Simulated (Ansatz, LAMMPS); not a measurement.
## Glassy 46SiO2-16Al2O3-16BaO-16Li2O-5Sc2O3 (mol %) (121 atoms): a reference run and its variants

Density of this cell: 3.22 g/cm³. The cell holds 121 atoms: 17 Si, 12 Al, 6 Ba, 12 Li, 4 Sc and 70 O. Its edges and angles: a = 11.574 Å, b = 11.574 Å, c = 11.574 Å, α = 90.0°, β = 90.0°, γ = 90.0°. 121 atoms (17 Si, 12 Al, 6 Ba, 12 Li, 4 Sc, 70 O) placed at random at 3.16 g/cm³, melted at 4000 K for 10 ps at fixed volume with the Morse and Coulomb pair potential with partial charges (Pedone, Malavasi, Menziani, Cormack and Segre, J. Phys. Chem. B 110, 11780 (2006)). Quenched from 4000 K to 300 K at 30 K/ps and fixed volume, held 10 ps at zero pressure, then minimised at fixed cell.

Geometry: as built.

Reference run: Kohn-Sham DFT, PBE, PAW (set soft_2), plane waves (Ansatz 0.2.0), cutoff 420 eV, Γ point, fixed occupations.

* r.m.s. force component: 0.845 eV/Å
* pressure: 6.142 GPa
* gap (highest filled to lowest empty level): 3.75 eV
* SCF cycles: 10
* time: 22 s on 8 threads of Arm Neoverse V1, shared host

**Question.** The same geometry is run again with each of these changes. How far do the results move, and how long does each run take?
- support functions low
- support functions medium
- support functions medium, radius 3.49 Å
- support functions medium, radius 3.75 Å
- basis.ecutwfc = "44.1 Ry" and scf.lower_state_search = "light"

Each row is set against the plane-wave reference (Kohn-Sham DFT, PBE, PAW (set soft_2), plane waves; r.m.s. force component 0.845 eV/Å). Energies are set beside the reference only for runs with its functional, potentials and electron count. Times are for 8 threads of Arm Neoverse V1, shared host. The reference's time includes the DOS, the stress and grids, which some other runs skip.

| run | Δ force, r.m.s. (meV/Å) | share of r.m.s. force (%) | Δ energy (meV/atom) | Δ pressure (GPa) | Δ gap (eV) | cycles | time | host memory (GiB) |
| --- | --- | --- | --- | --- | --- | --- | --- | --- |
| reference | - | - | - | - | - | 10 | 22 s | 2.4 |
| support functions low | 1.06 | 0.125 | -4.06 | - | -9.0e-4 | 14 | 1.8 min | 5.4 |
| support functions medium | 0.804 | 0.0951 | -4.06 | - | -0.001 | 16 | 2 min | 5.4 |
| support functions medium, radius 3.49 Å | 0.777 | 0.092 | -4.06 | - | -9.0e-4 | 17 | 1.9 min | 5.2 |
| support functions medium, radius 3.75 Å | 0.716 | 0.0847 | -4.07 | - | -6.0e-4 | 16 | 2.3 min | 5.8 |
| basis.ecutwfc = "44.1 Ry" and scf.lower_state_search = "light" | 0.436 | 0.0516 | -3.06 | -1.0e-4 | 2.0e-4 | 10 | 30 s | 3.7 |

Among numerical settings the force difference runs from 0.44 meV/Å (basis.ecutwfc = "44.1 Ry" and scf.lower_state_search = "light") to 1.1 meV/Å (support functions low). At 121 atoms the fastest of the runs at a preset level, support functions low, takes roughly 5.0 times the time of plane waves (whose run also made extra analyses, so the like-for-like ratio is larger), in 14 SCF cycles against 10. Differences between support functions and plane waves include what basis error the plane-wave run still has. 

[Hosts, paths, dates, database ids (printed as entryN), source tags and the programs' standing remarks are cut or masked in the printed files.]
